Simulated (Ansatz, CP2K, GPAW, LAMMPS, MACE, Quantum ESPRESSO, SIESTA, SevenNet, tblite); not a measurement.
## Quantum ESPRESSO on ionic liquid ethylpyridinium dicyanamide with Li salt at 400 K (98 atoms): settings compared

How far do other settings of Quantum ESPRESSO move the forces in ionic liquid ethylpyridinium dicyanamide with Li salt at 400 K (98 atoms)? One run of the same program serves as the yardstick.

Calculated with Quantum ESPRESSO 7.5; the method is named at each step.

**1. The structure**

The cell holds 98 atoms: 38 C, 19 N, 40 H and 1 Li. Cell: a = 10.520 Å, b = 10.520 Å, c = 10.520 Å, α = 90.0°, β = 90.0°, γ = 90.0°. 4 ethylpyridinium, 5 dicyanamide, 1 Li+ placed at random, at 1.1 g/cm³; overlaps pushed apart, then 10 ps at 700 K with Joung-Cheatham ions (J. Phys. Chem. B 112, 9020 (2008)); MMFF94 bonds, angles, torsions, charges and radii (Halgren, J. Comput. Chem. 17, 490 (1996)) in harmonic and 12-6 forms; charges of ions scaled by 0.8. Snapshot after 30 ps at 400 K and fixed volume.

The yardstick, on the same geometry:

```
method                                           : Kohn-Sham DFT, PBE, SSSP efficiency 1.3.0 pseudopotentials, plane waves (Quantum ESPRESSO 7.5); sssp-pbe-1.3.0-efficiency, cutoffs 60/480 Ry, Γ point
r.m.s. force component                           : 1.72 eV/Å
longest force                                    : 9.914 eV/Å
pressure                                         : 0.728 GPa
gap (highest filled to lowest empty level) : 1.791 eV
time                                             : 2.5 min on 2 MPI ranks of Arm Neoverse V2, shared host
CPU time                                         : 5.1 min
```

**2. PBE+D3(BJ), sssp-1.3.0-efficiency, 60/480 Ry**

Method: Kohn-Sham DFT, PBE+D3(BJ), SSSP efficiency 1.3.0 pseudopotentials, plane waves.

Input file pw.in:

```
&control
  calculation = 'scf'
  pseudo_dir = './pseudo'
  outdir = './tmp'
  disk_io = 'none'
  tprnfor = .true.
  tstress = .true.
/
&system
  ibrav = 0
  nat = 98
  ntyp = 4
  ecutwfc = 60
  ecutrho = 480
  nosym = .true.
  occupations = 'smearing'
  smearing = 'fd'
  degauss = 0.003675
  vdw_corr = 'dft-d3'
  dftd3_version = 4
  dftd3_threebody = .false.
/
&electrons
  conv_thr = 4.9e-07
  electron_maxstep = 100
  mixing_beta = 0.4
  mixing_mode = 'plain'
  diagonalization = 'david'
/
ATOMIC_SPECIES
C 12.011 C.upf
N 14.007 N.upf
H 1.008 H.upf
Li 6.940 Li.upf
CELL_PARAMETERS angstrom
10.51987 0.00000 0.00000
0.00000 10.51987 0.00000
0.00000 0.00000 10.51987
ATOMIC_POSITIONS crystal
C 0.48108 0.82770 0.88190
C 0.41822 0.86185 0.00015
N 0.29046 0.90593 0.95593
C 0.18525 0.83410 0.97961
C 0.06363 0.85992 0.94317
C 0.04647 0.96711 0.86640
C 0.15774 0.02770 0.82950
C 0.27318 0.00698 0.88336
H 0.42768 0.76785 0.81654
H 0.51546 0.91542 0.84029
H 0.54236 0.75070 0.89621
H 0.41584 0.78611 0.07034
H 0.46891 0.93993 0.04083
H 0.20087 0.75131 0.04495
H 0.98214 0.79665 0.96400
H 0.95392 0.00900 0.83488
H 0.13758 0.11843 0.78356
H 0.36010 0.05806 0.86420
C 0.93935 0.89156 0.31354
C 0.97424 0.95356 0.43926
N 0.04877 0.86773 0.51030
C 0.00450 0.75578 0.54845
C 0.08681 0.67097 0.61404
C 0.20886 0.70284 0.64304
C 0.25315 0.82332 0.60758
C 0.17130 0.89747 0.53397
H 0.90321 0.96606 0.25105
H 0.02403 0.85033 0.27515
H 0.87833 0.81304 0.32055
H 0.01547 0.04539 0.44431
H 0.88295 0.96152 0.49643
H 0.90303 0.72737 0.54736
H 0.04202 0.59074 0.65022
H 0.27232 0.63948 0.69311
H 0.34810 0.85981 0.63064
H 0.20811 0.97692 0.48329
C 0.66833 0.46971 0.96114
C 0.80850 0.47827 0.93868
N 0.87660 0.40547 0.03628
C 0.93451 0.30111 0.00904
C 0.01594 0.24532 0.09921
C 0.01363 0.28750 0.22141
C 0.94596 0.39238 0.25018
C 0.88320 0.45106 0.15560
H 0.64468 0.37442 0.97468
H 0.65089 0.52077 0.04621
H 0.61272 0.51821 0.88863
H 0.82666 0.43758 0.83254
H 0.82680 0.58294 0.94053
H 0.91836 0.26998 0.91211
H 0.06185 0.15209 0.08976
H 0.04931 0.22618 0.29363
H 0.93548 0.41857 0.35076
H 0.83931 0.54390 0.16970
C 0.44295 0.44012 0.55761
C 0.39070 0.48310 0.42785
[... 38 atom lines left out ...]
N 0.74129 0.07366 0.03428
C 0.66945 0.11425 0.92374
N 0.61305 0.14973 0.83736
Li 0.64310 0.04636 0.66996
K_POINTS gamma
```

Launch:

```
$ OMP_NUM_THREADS=1 mpirun -np 2 pw.x -in pw.in > output.txt
```

Log:

```text
Program PWSCF
     gamma-point specific algorithms are used
     Parallelization info
     sticks:   dense  smooth     PW     G-vecs:    dense   smooth      PW
     Min        7547    3765    942               697489   246523   30778
     Max        7550    3768    943               697490   246524   30787
     Sum       15097    7533   1885              1394979   493047   61565
     bravais-lattice index     =            0
     lattice parameter (alat)  =      19.8797  a.u.
     unit-cell volume          =    7856.4748 (a.u.)^3
     number of atoms/cell      =           98
     number of atomic types    =            4
     number of electrons       =       290.00
     number of Kohn-Sham states=          174
     kinetic-energy cutoff     =      60.0000  Ry
     charge density cutoff     =     480.0000  Ry
     scf convergence threshold =      4.9E-07
     mixing beta               =       0.4000
     number of iterations used =            8  plain     mixing
     Exchange-correlation=  SLA  PW   PBX  PBC
                           (   1   4   3   4   0   0   0)
     crystal axes: (cart. coord. in units of alat)
               a(1) = (   1.000000   0.000000   0.000000 )
               a(2) = (   0.000000   1.000000   0.000000 )
               a(3) = (   0.000000   0.000000   1.000000 )
     reciprocal axes: (cart. coord. in units 2 pi/alat)
               b(1) = (  1.000000  0.000000  0.000000 )
               b(2) = (  0.000000  1.000000  0.000000 )
               b(3) = (  0.000000  0.000000  1.000000 )
     PseudoPot. # 1 for C :
     Pseudo is Projector augmented-wave + core cor, Zval =  4.0
     PseudoPot. # 2 for N :
     Pseudo is Ultrasoft + core correction, Zval =  5.0
     PseudoPot. # 3 for H :
     Pseudo is Ultrasoft, Zval =  1.0
     PseudoPot. # 4 for Li:
     Pseudo is Ultrasoft, Zval =  3.0
     atomic species   valence    mass     pseudopotential
     C                 4.00    12.01100     C ( 1.00)
     N                 5.00    14.00700     N ( 1.00)
     H                 1.00     1.00800     H ( 1.00)
     Li                3.00     6.94000     Li( 1.00)
     No symmetry found
   Cartesian axes
     --------------------------------------------
     DFT-D3 Dispersion Correction (no 3-body):
     --------------------------------------------
       Reference C6 values for interpolation:
         atom   Coordination number   C6
         H          0.912             6.05
         H          0.000            15.18
         Li         0.000          2326.89
         Li         0.987           170.64
         C          0.000            98.23
         C          0.987            86.49
[...]
N          0.994            44.25
         N          2.014            39.35
         N          2.990            31.16
       Values used:
         atom   Coordination number  R0_AB[au]  C6      C8
         C          4.106            2.750     36.52   1056.15
         C          4.099            2.750     36.52   1056.31
         N          3.212            2.478     31.19    688.15
         C          3.281            2.750     48.91   1414.51
         C          3.141            2.750     50.61   1463.66
         C          3.159            2.750     50.46   1459.36
[...]
C          2.309            2.750     57.42   1660.71
         N          1.995            2.478     39.27    866.44
         Li         5.508            3.303    170.64  12899.87
         Molecular C6 ( Ry / a.u.^6 ) =    244178.45
     number of k points=     1  Fermi-Dirac smearing, width (Ry)=  0.0037
                       cart. coord. in units 2pi/alat
        k(    1) = (   0.0000000   0.0000000   0.0000000), wk =   2.0000000
     Dense  grid:   697490 G-vectors     FFT dimensions: ( 144, 144, 144)
     Smooth grid:   246524 G-vectors     FFT dimensions: ( 100, 100, 100)
     Check: negative core charge=   -0.000002
     Initial potential from superposition of free atoms
     starting charge     289.5472, renormalised to     290.0000
     Starting wfcs are  273 randomized atomic wfcs
     Self-consistent Calculation
     iteration #  1     ecut=    60.00 Ry     beta= 0.40
     total energy              =   -1144.10394373 Ry
     estimated scf accuracy    <      10.91664092 Ry
     iteration #  2     ecut=    60.00 Ry     beta= 0.40
     total energy              =   -1144.72075157 Ry
     estimated scf accuracy    <       2.38532885 Ry
     iteration #  3     ecut=    60.00 Ry     beta= 0.40
     total energy              =   -1144.94302551 Ry
     estimated scf accuracy    <       0.73790015 Ry
     iteration #  4     ecut=    60.00 Ry     beta= 0.40
     total energy              =   -1145.03918423 Ry
     estimated scf accuracy    <       0.10391677 Ry
     iteration #  5     ecut=    60.00 Ry     beta= 0.40
     total energy              =   -1145.04365617 Ry
     estimated scf accuracy    <       0.02194370 Ry
     iteration #  6     ecut=    60.00 Ry     beta= 0.40
     total energy              =   -1145.04732041 Ry
     estimated scf accuracy    <       0.00348836 Ry
[...]
total energy              =   -1145.04763920 Ry
[...]
total energy              =   -1145.04778409 Ry
[...]
total energy              =   -1145.04779241 Ry
[...]
iteration # 10     ecut=    60.00 Ry     beta= 0.40
     total energy              =   -1145.04780069 Ry
     estimated scf accuracy    <       0.00000466 Ry
     iteration # 11     ecut=    60.00 Ry     beta= 0.40
     total energy              =   -1145.04780119 Ry
     estimated scf accuracy    <       0.00000172 Ry
     iteration # 12     ecut=    60.00 Ry     beta= 0.40
     End of self-consistent calculation
          k = 0.0000 0.0000 0.0000 ( 30783 PWs)   bands (ev):
   -43.8893 -21.5361 -21.3009 -21.1083 -20.6896 -17.7860 -17.7254 -17.6617
   -17.5153 -17.3009 -17.2279 -17.0663 -16.8581 -16.7514 -16.6733 -16.5811
   -16.5007 -16.4475 -16.1141 -15.5489 -15.5166 -15.5046 -15.3494 -15.2285
   -15.0239 -15.0011 -14.9511 -14.6894 -14.6716 -14.4246 -14.2802 -13.7210
   -12.1739 -12.1194 -11.9813 -11.8396 -11.7703 -11.7315 -11.6701 -11.3440
   -10.7466 -10.6791 -10.5341 -10.2897  -8.9421  -8.9228  -8.7450  -8.7025
[...]
0.2504   2.0416   2.1285   2.1699   2.3671   2.7249   2.8320   2.9404
     3.1821   3.8785   4.2272   4.3034   4.4647   4.7661   5.0111   5.0590
     5.1366   5.1669   5.2436   5.3658   5.4113   5.4693   5.5488   5.5568
     5.6669   5.7213   5.8200   5.8837   5.9426   5.9906
     the Fermi energy is     1.1523 ev
!    total energy              =   -1145.04780142 Ry
     estimated scf accuracy    <       0.00000023 Ry
     smearing contrib. (-TS)   =      -0.00000001 Ry
     internal energy E=F+TS    =   -1145.04780141 Ry
     The total energy is F=E-TS. E is the sum of the following terms:
     one-electron contribution =    -798.85419892 Ry
     hartree contribution      =     488.41942223 Ry
     xc contribution           =    -308.68252454 Ry
     ewald contribution        =    -291.00530235 Ry
     DFT-D3 Dispersion         =      -0.46771747 Ry
     one-center paw contrib.   =    -234.45748036 Ry
     convergence has been achieved in  12 iterations
     Forces acting on atoms (cartesian axes, Ry/au):
     atom    1 type  1   force =     0.00717631   -0.02793301   -0.05432647
     atom    2 type  1   force =    -0.04778875    0.00554994   -0.00357227
     atom    3 type  2   force =    -0.07162170   -0.05227249    0.06440084
     atom    4 type  1   force =     0.03988199   -0.09097401    0.09112100
     atom    5 type  1   force =    -0.05162903    0.01015323   -0.03790613
     atom    6 type  1   force =    -0.00679397   -0.00532921   -0.00872022
[...]
atom   96 type  1   force =     0.16685213   -0.15622464    0.25111061
     atom   97 type  2   force =    -0.06791485    0.04977967   -0.10837279
     atom   98 type  4   force =    -0.00001331    0.01815223   -0.00514737
     Total force =     1.147260     Total SCF correction =     0.000708
     Computing stress (Cartesian axis) and pressure
          total   stress  (Ry/bohr**3)                   (kbar)     P=       -1.22
  -0.00007171   0.00000238  -0.00006264          -10.55        0.35       -9.21
   0.00000238   0.00004260  -0.00001092            0.35        6.27       -1.61
  -0.00006264  -0.00001092   0.00000423           -9.21       -1.61        0.62
     Message from routine punch:
     Nothing written, as per user request (disk_io='none')
```

Run time: 2.6 min. Hardware: 2 MPI ranks of Arm Neoverse V2, shared host; peak memory 2.3 GiB.

Banners, paths, timers and routine set-up lines are dropped from the logs unmarked, and long logs keep their key lines alone; longer cuts are marked.

Numbers from this run, and their distance from the reference:

```yaml
r_m_s_force_component: 1.72 eV/Å
r_m_s_difference_of_force_components: 12.32 meV/Å
longest_difference_of_force_vectors: 71.51 meV/Å
force_difference_over_r_m_s_force: 0.7163 %
slope_of_forces_against_the_reference_s: 1
correlation_of_force_components: 1
spacing_of_highest_filled_and_lowest_empty_level: 1.791 eV
gap_difference: 0 eV
pressure: -0.122 GPa
pressure_difference: -0.85 GPa
```

Length of the force difference by element (eV/Å):

| element | atoms | mean | most |
| --- | --- | --- | --- |
| C | 38 | 0.027 | 0.071 |
| H | 40 | 0.0062 | 0.011 |
| Li | 1 | 0.025 | 0.025 |
| N | 19 | 0.012 | 0.025 |

Levels nearest the highest filled one (eV from it): -2.21, -2.10, -1.82, -1.75, -1.66, -1.54, -1.42, -0.56, -0.42, -0.18, -0.03, 0.00, 1.79, 1.88, 1.92, 2.12, 2.47, 2.58, 2.69, 2.93, 3.63, 3.98, 4.05, 4.21.

Local excerpt of 11 atoms (numbers count through the whole input) about C84, picked at random; x, y, z are measured from there.

| atom | x | y | z | distance (Å) | bonds | Fx | Fy | Fz (eV/Å) |
| --- | --- | --- | --- | --- | --- | --- | --- | --- |
| C84 | 0.00 | 0.00 | 0.00 | 0.00 | 2 | -2.00 | -6.47 | -1.63 |
| N83 | 0.57 | 0.96 | 0.32 | 1.17 | 2 | 0.17 | 1.57 | 0.33 |
| N85 | -0.69 | -1.27 | -0.33 | 1.48 | 2 | 4.13 | 0.89 | 0.08 |
| C86 | 0.27 | -2.33 | -0.77 | 2.46 | 2 | -3.01 | 5.24 | 1.63 |
| H32 | 2.13 | -0.71 | -1.26 | 2.57 | 1 | 0.60 | 0.65 | -0.60 |
| Li98 | -0.61 | 2.65 | 0.03 | 2.71 | 6 | 0.00 | 0.47 | -0.13 |
| H10 | -1.95 | 1.27 | 1.82 | 2.95 | 1 | 0.61 | -0.35 | -0.67 |
| H11 | -1.67 | -0.47 | 2.41 | 2.97 | 1 | 2.54 | -0.50 | 0.66 |
| H31 | 1.91 | 1.75 | -1.80 | 3.16 | 1 | 0.71 | 0.24 | -0.53 |
| C1 | -2.31 | 0.34 | 2.26 | 3.25 | 4 | 0.18 | -0.72 | -1.40 |
| H9 | -2.88 | -0.28 | 1.57 | 3.29 | 1 | -1.17 | 0.60 | -0.42 |

Forces lie 0.72 % from the reference's, at 1.0 times its CPU time.

**3. PBE, sssp-1.3.0-efficiency, 35/280 Ry**

Method: Kohn-Sham DFT, PBE, SSSP efficiency 1.3.0 pseudopotentials, plane waves.

pw.in: that of step 2 with these lines changed.

```diff
@@ -12,4 +12,4 @@
   ntyp = 4
-  ecutwfc = 60
-  ecutrho = 480
+  ecutwfc = 35
+  ecutrho = 280
   nosym = .true.
@@ -18,5 +18,2 @@
   degauss = 0.003675
-  vdw_corr = 'dft-d3'
-  dftd3_version = 4
-  dftd3_threebody = .false.
 /
```

Log:

```text
[banner, memory and clock lines left out]
Program PWSCF
     gamma-point specific algorithms are used
     bravais-lattice index     =            0
     lattice parameter (alat)  =      19.8797  a.u.
     unit-cell volume          =    7856.4748 (a.u.)^3
     number of atoms/cell      =           98
     number of atomic types    =            4
     number of electrons       =       290.00
     number of Kohn-Sham states=          174
     kinetic-energy cutoff     =      35.0000  Ry
[... lines left out ...]
     scf convergence threshold =      4.9E-07
[... lines left out ...]
     number of k points=     1  Fermi-Dirac smearing, width (Ry)=  0.0037
[... lines left out ...]
     total energy              =   -1143.31459898 Ry
[... lines left out ...]
     total energy              =   -1144.09103670 Ry
[... lines left out ...]
     total energy              =   -1144.30832743 Ry
[... lines left out ...]
     total energy              =   -1144.39573894 Ry
[... lines left out ...]
     total energy              =   -1144.39574148 Ry
[... lines left out ...]
   -17.5265 -17.3170 -17.2398 -17.0802 -16.8713 -16.7634 -16.6754 -16.5955
   -16.5023 -16.4491 -16.1156 -15.5561 -15.5271 -15.5134 -15.3573 -15.2285
[...]
3.1883   3.8791   4.2298   4.3061   4.4669   4.7689   5.0147   5.0630
     5.1409   5.1701   5.2467   5.3687   5.4146   5.4733   5.5525   5.5603
     5.6703   5.7244   5.8239   5.8870   5.9463   5.9928
     the Fermi energy is     1.1573 ev
!    total energy              =   -1144.39574186 Ry
     estimated scf accuracy    <       0.00000043 Ry
     smearing contrib. (-TS)   =      -0.00000001 Ry
     internal energy E=F+TS    =   -1144.39574185 Ry
     The total energy is F=E-TS. E is the sum of the following terms:
     one-electron contribution =    -798.55677033 Ry
     hartree contribution      =     488.26607443 Ry
     xc contribution           =    -308.63598321 Ry
     ewald contribution        =    -291.00530261 Ry
     one-center paw contrib.   =    -234.46376014 Ry
     convergence has been achieved in  11 iterations
     Forces acting on atoms (cartesian axes, Ry/au):
     atom    1 type  1   force =     0.00658964   -0.02734863   -0.05383029
     atom    2 type  1   force =    -0.04840352    0.00489273   -0.00435941
     atom    3 type  2   force =    -0.07255512   -0.05206629    0.06435493
[...]
atom   97 type  2   force =    -0.07293719    0.05311324   -0.11616173
     atom   98 type  4   force =     0.00033681    0.01827262   -0.00600535
     Total force =     1.171772     Total SCF correction =     0.000744
     Computing stress (Cartesian axis) and pressure
          total   stress  (Ry/bohr**3)                   (kbar)     P=       -9.58
  -0.00012561   0.00000502  -0.00006383          -18.48        0.74       -9.39
   0.00000502  -0.00001319  -0.00000880            0.74       -1.94       -1.29
  -0.00006383  -0.00000880  -0.00005653           -9.39       -1.29       -8.32
     Message from routine punch:
     Nothing written, as per user request (disk_io='none')
```

Wall time 65 s (2 MPI ranks); peak memory 1.1 GiB; 2.2 min of CPU time.

Numbers from this run, and their distance from the reference:

- r.m.s. force component: 1.757 eV/Å
- r.m.s. difference of force components: 56.74 meV/Å
- longest difference of force vectors: 305.5 meV/Å
- force difference over r.m.s. force: 3.3 %
- slope of forces against the reference's: 1.022
- correlation of force components: 0.9997
- gap (highest filled to lowest empty level): 1.794 eV
- gap difference: 0.0032 eV
- pressure: -0.958 GPa
- pressure difference: -1.686 GPa
- energy less the same-level run's: 25.59 meV/atom
- r.m.s. force difference from the same-level run: 56.74 meV/Å

This is a coarse setting, run to see what it loses.

Against the first run (0.72 %), the force difference from the reference is 3.3 %, at 0.42 times the CPU time.

**4. All runs compared**

Differences are against the plane-wave reference, forces as r.m.s. over components; share is that over the reference's r.m.s. force, slope the least-squares factor from reference forces to these. Total energies of different programs have different zeros and aren't compared.

| run | Δ force, r.m.s. (meV/Å) | share (%) | slope | Δ pressure (GPa) | Δ gap (eV) | cores | CPU time | memory (GiB) |
| --- | --- | --- | --- | --- | --- | --- | --- | --- |
| reference | - | - | - | - | - | 2 | 5.1 min | 2.3 |
| QE PBE+D3(BJ), sssp-1.3.0-efficiency, 60/480 Ry | 12.3 | 0.716 | 1.000 | -0.85 | 0 | 2 | 5.1 min | 2.3 |
| QE PBE, sssp-1.3.0-efficiency, 35/280 Ry (coarse) | 56.7 | 3.30 | 1.022 | -1.69 | 0.0032 | 2 | 2.2 min | 1.1 |

Rows marked coarse were listed beforehand as settings not expected to be converged; some can still land near the reference.

CPU time is summed over cores on a shared host, where runs went side by side, so it is rough. Symmetry, cutoffs, thresholds, outputs and thread counts weren't matched or tuned between programs; memory under MPI is the largest rank's times the ranks.

Within one program, basis, potentials and functional, energies share a zero. Each run against its twin at the usual cutoff or grid and solver:

| run | twin | Δ energy (meV/atom) | Δ force, r.m.s. (meV/Å) | CPU time over the twin's |
| --- | --- | --- | --- | --- |
| QE PBE, sssp-1.3.0-efficiency, 35/280 Ry | sssp-1.3.0-efficiency, 60/480 Ry | 25.6 | 56.7 | 0.42 |

**5. What came out**

* nearest in forces: QE PBE+D3(BJ), sssp-1.3.0-efficiency, 60/480 Ry, 0.72 %
* its CPU time: 5.1 min

In the reference's own program, potentials and cutoffs, a change of model alone moves forces by 0.72 % (QE PBE+D3(BJ), sssp-1.3.0-efficiency, 60/480 Ry). Runs with settings chosen to be coarse differ by 3.3 % (QE PBE, sssp-1.3.0-efficiency, 35/280 Ry). One electronic-structure run takes under half the reference's CPU time: QE PBE, sssp-1.3.0-efficiency, 35/280 Ry, at 3.3 % in 2.2 min against 5.1 min; its pressure misses by -1.7 GPa. PBE gaps agree with the reference's 1.79 eV within 0.004 eV. In pressure, QE PBE, sssp-1.3.0-efficiency, 35/280 Ry misses by -1.7 GPa, at the same functional; a cutoff this low leaves a large Pulay stress. The reference's pressure holds the uncorrected Pulay stress of its 60 Ry basis, so small pressure differences, and their order, may be the reference's own error. The network of contacts between molecules at the start is that of the classical potential that made the cell, and needn't be the one that DFT or experiment would give. The reference's PBE has no dispersion term, which matters for the binding between molecules or layers. The density was typed from a rule of thumb and may lie off the real one at this temperature. The electronic-structure runs sample only Γ, in a cell whose shortest periodic width is 11 Å.

[Also dropped from logs without a mark: logging warnings of Python, and SIESTA's first energy breakdown and zero terms.]

[Logs are printed without paths, hosts, clocks, repeated set-up lines and the standing remarks that a program may print on its own settings, such as how far it seeks lower states.]

[Hosts, paths, dates, database ids (printed as entryN), source tags and the programs' standing remarks are cut or masked in the printed files.]

[The MMFF94 radii named for the starting cell were scaled by 0.96; in molecules described by MMFF94, hydrogen bound to N, O or S took a small fixed 12-6 site in their place.]
